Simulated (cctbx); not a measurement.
# Diagnosing a refinement

Cell a = 3.8930 Å, b = 10.9720 Å, c = 4.4520 Å, α = 90.00°, β = 90.00°, γ = 90.00°; space group Cmcm (no. 63).

Simulated single-crystal data (cctbx): Cu Kα, λ = 1.54184 Å, to d = 0.83 Å, 50 % of the full sphere, strongest reflection 40000 counts, noise from counting, a 6 % proportional error and a noise floor of 4 counts (s.d.); no absorption.

An isotropic refinement with weights 1/σ² prints:

```text
Rint 0.038, 107 unique reflections to 0.84 A
cycle     R1     wR2    GooF  max shift (A)
   1  0.8584  0.9780  24.104   0.17801
   3  0.0138  0.0320   0.788   0.00002
final R1 0.0138 wR2 0.0320 GooF 0.788  parameters 4  data/parameter 26.8
atom        x        y        z      Ueq    occ   su(xyz)  su(Uiso or U11)
Yb1    0.00000  0.86247  0.25000   0.0037  1.000  0.00002  0.0002
Ti1    0.00000  0.58579  0.25000   0.0054  1.000  0.00009  0.0003
difference map: max 0.78 min -0.73 rms 0.22
Q1    0.0000  0.4395  0.1094    8    0.83  1.62 A from Ti1
Q2    0.0000  0.0277  0.2500    4    0.79  1.81 A from Yb1
Q3    0.0000  0.1338  0.2500    4    0.78  2.02 A from Ti1
Q4    0.0000  0.1582  0.6063    8    0.71  0.68 A from Yb1
Q5    0.2409  0.0428  0.7500    8    0.62  1.40 A from Yb1
Q6    0.0000  0.2731  0.0609    8    0.48  2.03 A from Yb1
```

**Question.** Can this result stand? If not, what is the likely fault?

It can stand. The set-up had a fault (start far from the minimum), but the refinement still reached the right minimum: R1 = 0.0138, wR2 = 0.0320, GooF = 0.79 against R1 = 0.0138, wR2 = 0.0320, GooF = 0.79 for the right model.

The compound is YbTi. The right model at the same level gives:

```text
Rint 0.038, 107 unique reflections to 0.84 A
cycle     R1     wR2    GooF  max shift (A)
   1  0.1972  0.5377  13.251   0.03650
   3  0.0138  0.0320   0.788   0.00000
final R1 0.0138 wR2 0.0320 GooF 0.788  parameters 4  data/parameter 26.8
atom        x        y        z      Ueq    occ   su(xyz)  su(Uiso or U11)
Yb1    0.00000  0.86247  0.25000   0.0037  1.000  0.00002  0.0002
Ti1    0.00000  0.58579  0.25000   0.0054  1.000  0.00009  0.0003
difference map: max 0.78 min -0.73 rms 0.22
Q1    0.0000  0.4395  0.1094    8    0.83  1.62 A from Ti1
Q2    0.0000  0.0277  0.2500    4    0.79  1.81 A from Yb1
Q3    0.0000  0.1338  0.2500    4    0.78  2.02 A from Ti1
Q4    0.0000  0.1582  0.6063    8    0.71  0.68 A from Yb1
Q5    0.2409  0.0428  0.7500    8    0.62  1.40 A from Yb1
Q6    0.0000  0.2731  0.0609    8    0.48  2.03 A from Yb1
```

This is a model crystal, built by substitution and not relaxed, with assumed displacement parameters.

[Middle refinement cycles are left out of these outputs.]

[Logs are printed without paths, hosts, clocks, repeated set-up lines and the standing remarks that a program may print on its own settings, such as how far it seeks lower states.]
